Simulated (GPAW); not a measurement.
**An In chain with one bond drawn out by 1.4 Å: converging a transmission**

Wanted: a convergence study of zero-bias transport through an In chain with one bond drawn out by 1.4 Å, with run times.

Main program and level: GPAW 26.7.0; GPAW LCAO, PAW setups; Landauer transmission from Green's functions with principal layers (ASE), zero bias.

This is a report of a sequence of runs, with most program output left out.

### 1. Set-up

The cell holds 10 atoms: 10 In. Its edges and angles: a = 9.000 Å, b = 9.000 Å, c = 30.900 Å, α = 90.0°, β = 90.0°, γ = 90.0°. Regions: left lead, 5 atoms (5 In); right lead, 5 atoms (5 In). Vacuum lies along a and b. The structure is stacked along c, and the current runs across the ab planes.

### 2. Base settings

All settings start at ordinary values; they are then varied in turn, with meshes following the cell where its length changes.

The input, run.py:

```python
import json
import numpy as np
from ase import Atoms
from ase.transport.calculators import TransportCalculator
from gpaw import GPAW, FermiDirac
from gpaw.lcao.tools import get_lcao_hamiltonian
from scipy.linalg import eigh

# The junction with lead layers at both ends, along the third cell vector
device = Atoms(
    ['In', 'In', 'In', 'In', 'In', 'In', 'In', 'In', 'In', 'In'],
    positions=[
        [4.50000, 4.50000, 1.47500],
        [4.50000, 4.50000, 4.42500],
        [4.50000, 4.50000, 7.37500],
        [4.50000, 4.50000, 10.32500],
        [4.50000, 4.50000, 13.27500],
        [4.50000, 4.50000, 17.62500],
        [4.50000, 4.50000, 20.57500],
        [4.50000, 4.50000, 23.52500],
        [4.50000, 4.50000, 26.47500],
        [4.50000, 4.50000, 29.42500]],
    cell=[[9.0, 0.0, 0.0], [0.0, 9.0, 0.0], [0.0, 0.0, 30.9]],
    pbc=True)

# One principal layer of the lead: the first 3 atoms of the device
lead = Atoms(
    ['In', 'In', 'In'],
    positions=[
        [4.50000, 4.50000, 1.47500],
        [4.50000, 4.50000, 4.42500],
        [4.50000, 4.50000, 7.37500]],
    cell=[[9.0, 0.0, 0.0], [0.0, 9.0, 0.0], [0.0, 0.0, 8.85]],
    pbc=True)

settings = dict(mode='lcao', basis='szp(dzp)', xc='PBE', h=0.2,
                occupations=FermiDirac(0.1), maxiter=250,
                mixer=dict(beta=0.1, nmaxold=8, weight=100.0),
                convergence=dict(density=0.0001))
energies = np.arange(-2, 2 + 1e-9, 0.05)
eta = 0.0001
n1, n2 = 1, 1
# k and -k transmit alike, so half of the mesh across the current serves
mesh = [(i, j) for i in range(n1) for j in range(n2) if (i, j) <= (-i % n1, -j % n2)]
weights = np.array([1 if (i, j) == (-i % n1, -j % n2) else 2 for i, j in mesh]) / (n1 * n2)

# [... helper functions left out ...]
fermi_lead = ground_state(lead, (1, 1, 13), 'lead.txt')
fermi_device = ground_state(device, (1, 1, 3), 'device.txt')
# [... loop over the mesh left out, but for ...]
        # Shift the lead onto the potential of the device's first layer
        shift = ((H[:, 0, 0] - H0[:, 0, 0]) / S0[0, 0]).real.mean()
# [...]
kT = 8.617333e-5 * 500
bias = [0.1, 0.2, 0.5, 1.0, 1.5, 2.0]
# [... integrals and printing left out ...]
```

Started as:

```
> OMP_NUM_THREADS=1 OPENBLAS_NUM_THREADS=1 python run.py
```

Run time: 39 s. Hardware: 1 thread of Arm Neoverse V2, shared host; peak memory 1 GiB.

This step gave:

* conductance: 0.9673 G₀
* largest coupling past the next principal layer: 1.86e-6 eV
* largest misfit of the first principal layer: 0.06975 eV
* shift that aligns the lead: 0.003618 eV
* basis functions of the junction: 140
* basis functions of a principal layer: 42
* transmission at the Fermi level (one spin): 1.032

One spin. Table of transmission, zone mean by energy, zero at the Fermi level:

energy (eV), transmission, zone mean and a bar:
```
    -2.00       0.00 
    -1.90       0.00 
    -1.80       0.00 
    -1.70       0.00 
    -1.55       0.00 
    -1.45       0.00 
    -1.35       0.00 
    -1.25       0.00 
    -1.15       0.23 #######
    -1.05       0.33 #########
    -0.90       0.39 ###########
    -0.80       0.41 ############
    -0.70       0.43 ############
    -0.60       0.44 #############
    -0.50       0.46 #############
    -0.40       0.46 #############
    -0.25       0.48 ##############
    -0.15       0.59 #################
    -0.05       0.96 ###########################
     0.00       1.03 ##############################
     0.05       1.05 ##############################
     0.15       0.99 ############################
     0.25       0.92 ##########################
     0.40       0.87 #########################
     0.50       0.86 #########################
     0.60       0.86 #########################
     0.70       0.88 #########################
     0.80       0.89 ##########################
     0.90       0.91 ##########################
     1.05       0.94 ###########################
     1.15       0.96 ###########################
     1.25       0.97 ############################
     1.35       0.98 ############################
     1.45       0.99 ############################
     1.55       0.99 ############################
     1.70       0.99 ############################
     1.80       0.98 ############################
     1.90       0.98 ############################
     2.00       0.96 ############################
```

Not self-consistent under bias; the bias window is split evenly. Table of current through one cell, from the zero-bias transmission by bias:

```tsv
bias (V)	current through one cell, from the zero-bias transmission (μA)
0.100	7.44
0.200	14.6
0.500	33.0
1.000	59.4
1.500	84.8
2.000	110
```

Couplings past the next layer reach 1.9e-6 eV, small enough to drop; the matrix elements of the cell's first layer differ from the bulk lead's by up to 0.070 eV. That layer keeps its own values in the calculation, and only beyond it is the lead taken as perfect. The Fermi levels of lead and junction count from different zeros of potential, one for each periodic cell; with both set to zero, the small remaining shift is what aligns them. By hand: G = 0.9673 × 77.48 μS = 74.9 μS, a resistance of 13.3 kΩ; at 0.1 V a linear junction would pass 7.49 μA, and the integral over the bias window gives 7.44 μA.

### 3. Varying the k-points along the lead: lead_nz = 2

The lead's own mesh along the current sets its density and potential; where the lead is aligned to the junction's end layer, a rigid shift drops out.

run.py, as its differences from that of step 2:

```diff
@@ -47,3 +47,3 @@
 # [... helper functions left out ...]
-fermi_lead = ground_state(lead, (1, 1, 13), 'lead.txt')
+fermi_lead = ground_state(lead, (1, 1, 2), 'lead.txt')
 fermi_device = ground_state(device, (1, 1, 3), 'device.txt')
```

Wall time 37 s (1 thread); peak memory 1 GiB.

Numbers from this step:

- conductance: 0.9798 G₀
- largest misfit of the first principal layer: 0.06459 eV
- shift that aligns the lead: 0.03258 eV
- transmission at the Fermi level (one spin): 1.072

One spin. Table of transmission, zone mean by energy, zero at the Fermi level:

energy (eV), transmission, zone mean and a bar:
```
    -2.00       0.00 
    -1.90       0.00 
    -1.80       0.00 
    -1.70       0.00 
    -1.55       0.00 
    -1.45       0.00 
    -1.35       0.00 
    -1.25       0.00 
    -1.15       0.23 ######
    -1.05       0.34 #########
    -0.90       0.40 ###########
    -0.80       0.42 ############
    -0.70       0.43 ############
    -0.60       0.45 ############
    -0.50       0.45 #############
    -0.40       0.46 #############
    -0.25       0.47 #############
    -0.15       0.54 ###############
    -0.05       1.02 #############################
     0.00       1.07 ##############################
     0.05       1.04 #############################
     0.15       0.96 ###########################
     0.25       0.92 ##########################
     0.40       0.88 #########################
     0.50       0.87 ########################
     0.60       0.86 ########################
     0.70       0.87 ########################
     0.80       0.89 #########################
     0.90       0.91 #########################
     1.05       0.95 ###########################
     1.15       0.97 ###########################
     1.25       0.99 ############################
     1.35       0.99 ############################
     1.40       0.99 ############################
     1.45       0.99 ############################
     1.55       0.99 ############################
     1.70       0.98 ###########################
     1.80       0.97 ###########################
     1.90       0.97 ###########################
     2.00       0.96 ###########################
```

Not self-consistent under bias; the bias window is split evenly. Table of current through one cell, from the zero-bias transmission by bias:

```tsv
bias (V)	current through one cell, from the zero-bias transmission (μA)
0.100	7.52
0.200	14.6
0.500	32.8
1.000	59.1
1.500	84.5
2.000	110
```

The conductance, 0.980 G₀, lies 1.3 % above that of the base run.

### 4. K-points along the lead: lead_nz = 4

run.py, as its differences from that of step 3:

```diff
@@ -47,3 +47,3 @@
 # [... helper functions left out ...]
-fermi_lead = ground_state(lead, (1, 1, 2), 'lead.txt')
+fermi_lead = ground_state(lead, (1, 1, 4), 'lead.txt')
 fermi_device = ground_state(device, (1, 1, 3), 'device.txt')
```

It took 38 s on 1 thread; peak memory 1 GiB.

Numbers from this step:

* conductance: 0.9201 G₀
* largest coupling past the next principal layer: 1.85e-6 eV
* largest misfit of the first principal layer: 0.1269 eV
* shift that aligns the lead: 0.07010 eV
* transmission at the Fermi level (one spin): 0.9365

One spin. Table of transmission, zone mean by energy, zero at the Fermi level:

```tsv
energy (eV)	transmission, zone mean
-2.000	2.4e-9
-1.800	3.1e-10
-1.600	3.1e-10
-1.400	1.5e-9
-1.200	0.128
-1.000	0.348
-0.800	0.409
-0.600	0.443
-0.400	0.467
-0.200	0.484
0.000	0.937
0.100	1.10
0.200	0.995
0.400	0.853
0.600	0.861
0.800	0.915
1.000	0.935
1.200	0.945
1.400	0.972
1.600	1.00
1.700	1.01
1.800	1.00
2.000	0.971
```

Not self-consistent under bias; the bias window is split evenly. The current through one cell, from the zero-bias transmission by bias:

```tsv
bias (V)	current through one cell, from the zero-bias transmission (μA)
0.100	7.10
0.200	14.0
0.500	32.4
1.000	58.5
1.500	83.8
2.000	109
```

The conductance, 0.920 G₀, lies 4.9 % below that of the base run.

### 5. Varying the k-points along the lead: lead_nz = 8

run.py, as its differences from that of step 4:

```diff
@@ -47,3 +47,3 @@
 # [... helper functions left out ...]
-fermi_lead = ground_state(lead, (1, 1, 4), 'lead.txt')
+fermi_lead = ground_state(lead, (1, 1, 8), 'lead.txt')
 fermi_device = ground_state(device, (1, 1, 3), 'device.txt')
```

Elapsed: 38 s, on 1 thread; peak memory 1 GiB.

The conductance, 0.949 G₀, lies 1.9 % below that of the base run.

### 6. K-points along the lead: lead_nz = 30

run.py, as its differences from that of step 5:

```diff
@@ -47,3 +47,3 @@
 # [... helper functions left out ...]
-fermi_lead = ground_state(lead, (1, 1, 8), 'lead.txt')
+fermi_lead = ground_state(lead, (1, 1, 30), 'lead.txt')
 fermi_device = ground_state(device, (1, 1, 3), 'device.txt')
```

It took 42 s on 1 thread; peak memory 1 GiB.

The conductance equals that of the base run to 0.2 %.

### 7. Convergence in the k-points along the lead

The runs and the base run on one axis.

This step: convergence of the conductance (GPAW 26.7.0).

Table of conductance by k-points along the lead:

```tsv
k-points along the lead	conductance (G₀)
2.0	0.980
4.0	0.920
8.0	0.949
13.0	0.967
30.0	0.966
```

### 8. Varying the k-points along the junction cell: kz = 1

The junction cell repeats along the current in the SCF; more points there keep its states from feeling the period.

This step: GPAW LCAO, PAW setups; Landauer transmission from Green's functions with principal layers (ASE), zero bias (GPAW 26.7.0).

run.py, as its differences from that of step 6:

```diff
@@ -47,4 +47,4 @@
 # [... helper functions left out ...]
-fermi_lead = ground_state(lead, (1, 1, 30), 'lead.txt')
-fermi_device = ground_state(device, (1, 1, 3), 'device.txt')
+fermi_lead = ground_state(lead, (1, 1, 13), 'lead.txt')
+fermi_device = ground_state(device, (1, 1, 1), 'device.txt')
 # [... loop over the mesh left out, but for ...]
```

The job ended after 29 s (1 thread; peak memory 1 GiB).

This step gave:

* conductance: 1.076 G₀
* largest misfit of the first principal layer: 0.07187 eV
* shift that aligns the lead: -0.05093 eV
* transmission at the Fermi level (one spin): 1.155

One spin. The transmission, zone mean by energy, zero at the Fermi level:

```tsv
energy (eV)	transmission, zone mean
-2.000	9.3e-10
-1.800	2.8e-10
-1.600	4.2e-10
-1.400	3.8e-9
-1.200	0.281
-1.000	0.414
-0.800	0.448
-0.600	0.466
-0.400	0.479
-0.200	0.499
-0.050	1.19
0.000	1.16
0.200	0.988
0.400	0.937
0.600	0.890
0.800	0.899
1.000	0.948
1.200	0.989
1.300	0.994
1.400	0.989
1.600	0.967
1.800	0.936
2.000	0.941
```

Not self-consistent under bias; the bias window is split evenly. The current through one cell, from the zero-bias transmission by bias:

```tsv
bias (V)	current through one cell, from the zero-bias transmission (μA)
0.100	8.26
0.200	16.1
0.500	35.7
1.000	63.5
1.500	89.8
2.000	116
```

The conductance, 1.08 G₀, lies 11 % above that of the base run.

### 9. Varying the k-points along the junction cell: kz = 2

run.py, as its differences from that of step 8:

```diff
@@ -48,3 +48,3 @@
 fermi_lead = ground_state(lead, (1, 1, 13), 'lead.txt')
-fermi_device = ground_state(device, (1, 1, 1), 'device.txt')
+fermi_device = ground_state(device, (1, 1, 2), 'device.txt')
 # [... loop over the mesh left out, but for ...]
```

Run time: 34 s. Hardware: 1 thread; peak memory 1 GiB.

Numbers from this step:

* conductance: 0.9860 G₀
* largest misfit of the first principal layer: 0.05722 eV
* shift that aligns the lead: -0.008883 eV
* transmission at the Fermi level (one spin): 1.058

One spin. Table of transmission, zone mean by energy, zero at the Fermi level:

```tsv
energy (eV)	transmission, zone mean
-2.00	1.7e-9
-1.90	5.0e-10
-1.80	2.9e-10
-1.70	2.6e-10
-1.55	4.1e-10
-1.45	9.1e-10
-1.35	4.1e-9
-1.25	5.1e-7
-1.15	0.257
-1.05	0.346
-0.90	0.402
-0.80	0.422
-0.70	0.437
-0.60	0.449
-0.50	0.459
-0.40	0.467
-0.25	0.479
-0.15	0.592
-0.05	1.00
0.00	1.06
0.05	1.05
0.15	0.987
0.25	0.928
0.40	0.881
0.50	0.868
0.60	0.869
0.70	0.879
0.80	0.895
0.90	0.915
1.05	0.947
1.15	0.965
1.25	0.979
1.35	0.987
1.45	0.991
1.55	0.991
1.70	0.984
1.80	0.977
1.90	0.970
2.00	0.961
```

Not self-consistent under bias; the bias window is split evenly. The current through one cell, from the zero-bias transmission by bias:

```tsv
bias (V)	current through one cell, from the zero-bias transmission (μA)
0.100	7.58
0.200	14.8
0.500	33.4
1.000	59.9
1.500	85.5
2.000	111
```

The conductance, 0.986 G₀, lies 1.9 % above that of the base run.

### 10. K-points along the junction cell: kz = 6

run.py, as its differences from that of step 9:

```diff
@@ -48,3 +48,3 @@
 fermi_lead = ground_state(lead, (1, 1, 13), 'lead.txt')
-fermi_device = ground_state(device, (1, 1, 2), 'device.txt')
+fermi_device = ground_state(device, (1, 1, 6), 'device.txt')
 # [... loop over the mesh left out, but for ...]
```

Wall time 46 s (1 thread); peak memory 1 GiB.

One spin. Table of transmission, zone mean by energy, zero at the Fermi level:

```tsv
energy (eV)	transmission, zone mean
-2.00	2.2e-9
-1.90	5.5e-10
-1.80	3.0e-10
-1.70	2.5e-10
-1.55	3.7e-10
-1.45	7.8e-10
-1.35	3.1e-9
-1.25	1.1e-7
-1.15	0.230
-1.05	0.331
-0.90	0.393
-0.80	0.415
-0.70	0.432
-0.60	0.445
-0.50	0.456
-0.40	0.465
-0.25	0.477
-0.15	0.590
-0.05	0.961
0.00	1.04
0.05	1.05
0.15	0.992
0.25	0.922
0.40	0.870
0.50	0.859
0.60	0.864
0.70	0.877
0.80	0.895
0.90	0.915
1.05	0.943
1.15	0.960
1.25	0.973
1.35	0.984
1.45	0.990
1.55	0.993
1.70	0.989
1.80	0.983
1.90	0.975
2.00	0.963
```

The conductance, 0.970 G₀, lies 0.3 % above that of the base run.

### 11. Convergence in the k-points along the junction cell

This step: convergence of the conductance (GPAW 26.7.0).

Conductance against k-points along the junction cell:

```tsv
k-points along the junction cell	conductance (G₀)
1.00	1.08
2.00	0.986
3.00	0.967
6.00	0.970
```

### 12. Varying the grid spacing

The real-space grid carries density and potential; a coarse one breaks translation symmetry along the lead and scatters electrons that should pass.

This step: GPAW LCAO, PAW setups; Landauer transmission from Green's functions with principal layers (ASE), zero bias (GPAW 26.7.0).

run.py, as its differences from that of step 10:

```diff
@@ -35,3 +35,3 @@
 
-settings = dict(mode='lcao', basis='szp(dzp)', xc='PBE', h=0.2,
+settings = dict(mode='lcao', basis='szp(dzp)', xc='PBE', h=0.3,
                 occupations=FermiDirac(0.1), maxiter=250,
@@ -48,3 +48,3 @@
 fermi_lead = ground_state(lead, (1, 1, 13), 'lead.txt')
-fermi_device = ground_state(device, (1, 1, 6), 'device.txt')
+fermi_device = ground_state(device, (1, 1, 3), 'device.txt')
 # [... loop over the mesh left out, but for ...]
```

It took 18 s on 1 thread; peak memory 0.37 GiB.

This step gave:

```yaml
conductance: 0.9696 G₀
largest_misfit_of_the_first_principal_layer: 0.06683 eV
shift_that_aligns_the_lead: 0.003496 eV
transmission_at_the_fermi_level_one_spin: 1.035
```

One spin. The transmission, zone mean by energy, zero at the Fermi level:

```tsv
energy (eV)	transmission, zone mean
-2.00	1.7e-9
-1.85	3.4e-10
-1.70	2.3e-10
-1.60	2.8e-10
-1.45	7.3e-10
-1.30	9.1e-9
-1.15	0.224
-1.05	0.329
-0.90	0.392
-0.75	0.424
-0.60	0.445
-0.50	0.456
-0.35	0.470
-0.20	0.482
-0.05	0.961
0.00	1.04
0.05	1.05
0.20	0.954
0.35	0.883
0.50	0.859
0.60	0.864
0.75	0.886
0.90	0.915
1.05	0.943
1.15	0.960
1.30	0.979
1.45	0.991
1.60	0.994
1.70	0.992
1.85	0.982
2.00	0.970
```

Not self-consistent under bias; the bias window is split evenly. Table of current through one cell, from the zero-bias transmission by bias:

```tsv
bias (V)	current through one cell, from the zero-bias transmission (μA)
0.100	7.46
0.200	14.6
0.500	33.0
1.000	59.4
1.500	84.8
2.000	110
```

The conductance, 0.970 G₀, lies 0.2 % above that of the base run.

### 13. Varying the grid spacing

run.py, as its differences from that of step 12:

```diff
@@ -35,3 +35,3 @@
 
-settings = dict(mode='lcao', basis='szp(dzp)', xc='PBE', h=0.3,
+settings = dict(mode='lcao', basis='szp(dzp)', xc='PBE', h=0.26,
                 occupations=FermiDirac(0.1), maxiter=250,
```

Elapsed: 24 s, on 1 thread; peak memory 0.6 GiB.

Numbers from this step:

```yaml
conductance: 0.9685 G₀
largest_misfit_of_the_first_principal_layer: 0.07051 eV
shift_that_aligns_the_lead: 0.003094 eV
```

One spin. The transmission, zone mean by energy, zero at the Fermi level:

```tsv
energy (eV)	transmission, zone mean
-2.00	2.1e-9
-1.85	3.7e-10
-1.70	2.5e-10
-1.60	3.0e-10
-1.45	7.8e-10
-1.30	1.0e-8
-1.15	0.227
-1.05	0.328
-0.90	0.391
-0.75	0.423
-0.60	0.445
-0.50	0.456
-0.35	0.470
-0.20	0.481
-0.05	0.961
0.00	1.03
0.05	1.05
0.20	0.953
0.35	0.879
0.50	0.859
0.60	0.864
0.75	0.885
0.90	0.915
1.05	0.943
1.15	0.960
1.30	0.979
1.45	0.991
1.60	0.993
1.70	0.991
1.85	0.980
2.00	0.965
```

Not self-consistent under bias; the bias window is split evenly. Table of current through one cell, from the zero-bias transmission by bias:

```tsv
bias (V)	current through one cell, from the zero-bias transmission (μA)
0.100	7.45
0.200	14.6
0.500	33.0
1.000	59.3
1.500	84.7
2.000	110
```

The conductance equals that of the base run to 0.2 %.

### 14. Varying the grid spacing

run.py, as its differences from that of step 13:

```diff
@@ -35,3 +35,3 @@
 
-settings = dict(mode='lcao', basis='szp(dzp)', xc='PBE', h=0.26,
+settings = dict(mode='lcao', basis='szp(dzp)', xc='PBE', h=0.22,
                 occupations=FermiDirac(0.1), maxiter=250,
```

Run time: 31 s. Hardware: 1 thread; peak memory 0.8 GiB.

The conductance equals that of the base run to 0.2 %.

### 15. Grid spacing: h = 0.16

run.py, as its differences from that of step 14:

```diff
@@ -35,3 +35,3 @@
 
-settings = dict(mode='lcao', basis='szp(dzp)', xc='PBE', h=0.22,
+settings = dict(mode='lcao', basis='szp(dzp)', xc='PBE', h=0.16,
                 occupations=FermiDirac(0.1), maxiter=250,
```

It took 74 s on 1 thread; peak memory 1.9 GiB.

The conductance equals that of the base run to 0.2 %.

### 16. Grid spacing: h = 0.14

run.py, as its differences from that of step 15:

```diff
@@ -35,3 +35,3 @@
 
-settings = dict(mode='lcao', basis='szp(dzp)', xc='PBE', h=0.16,
+settings = dict(mode='lcao', basis='szp(dzp)', xc='PBE', h=0.14,
                 occupations=FermiDirac(0.1), maxiter=250,
```

Elapsed: 1.8 min, on 1 thread; peak memory 2.8 GiB.

The conductance equals that of the base run to 0.2 %.

### 17. Convergence in the grid spacing

This step: convergence of the conductance (GPAW 26.7.0).

Table of conductance by grid spacing:

```tsv
grid spacing (Å)	conductance (G₀)
0.1400	0.967
0.1600	0.967
0.2000	0.967
0.2200	0.967
0.2600	0.969
0.3000	0.970
```

(Part 1 of 2 ends here.)

[Logs are printed without paths, hosts, clocks, repeated set-up lines and the standing remarks that a program may print on its own settings, such as how far it seeks lower states.]

[Hosts, paths, dates, database ids (printed as entryN), source tags and the programs' standing remarks are cut or masked in the printed files.]
